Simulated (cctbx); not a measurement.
# What resolution and counting buy: TcBi

Space group Pm-3m (no. 221), a = 3.5420 Å, b = 3.5420 Å, c = 3.5420 Å, α = 90.00°, β = 90.00°, γ = 90.00°.

```csv
atom,mult.,x,y,z,Ueq (Å²)
Bi1,1,0,0,0,0.0149
Tc1,1,1/2,1/2,1/2,0.0243
```

The model is made up (kin elements in a known structure type, no relaxation), so it says nothing on whether the phase exists.

Five simulated data sets (cctbx; Ag Kα, λ = 0.56087 Å; 6 % proportional error) differ in resolution or exposure (noise floor 2 counts in the first three, 8 in the last two). Each is refined with the right model, isotropic at 1.1 Å and anisotropic otherwise. How do the figures of merit and the uncertainties move?

| d min (Å) | top counts | ⟨I/σ⟩ (unmerged, absences included) | unique | param. (scale apart) | Rint | R1 | GooF | largest s.u. xyz (fractional) | s.u. U of Tc1 (Å²) | largest error (Å) |
| --- | --- | --- | --- | --- | --- | --- | --- | --- | --- | --- |
| 1.1 | 20000 | 15.9 | 10 | 2 | 0.052 | 0.0072 | 0.74 | 0.00000 | 0.0009 | 0.0000 |
| 0.84 | 20000 | 15.6 | 17 | 2 | 0.049 | 0.0100 | 1.03 | 0.00000 | 0.0005 | 0.0000 |
| 0.6 | 20000 | 14.7 | 38 | 2 | 0.052 | 0.0074 | 0.87 | 0.00000 | 0.0002 | 0.0000 |
| 0.75 | 300 | 3.8 | 23 | 2 | 0.176 | 0.0251 | 0.81 | 0.00000 | 0.0012 | 0.0000 |
| 0.75 | 3000 | 11.3 | 23 | 2 | 0.059 | 0.0094 | 0.79 | 0.00000 | 0.0003 | 0.0000 |

The number of reflections grows roughly as 1/d³: 10, 17 and 38 here. R1 follows the noise rather than the truth: at 300 counts it is 0.0251, at 3000 counts 0.0094, while GooF is 0.81 and 0.79: the weights 1/σ² carry the noise. The s.u. of U (U11 where anisotropic) for Tc1 goes 0.0009, 0.0005, 0.0002 Å² with resolution and 0.0012, 0.0003 Å² with exposure.

Hardware for the 0.6 Å refinement: 0.39 s on 1 thread of Arm Neoverse V2 (shared host), peak memory 0.09 GiB.

[Logs are printed without paths, hosts, clocks, repeated set-up lines and the standing remarks that a program may print on its own settings, such as how far it seeks lower states.]
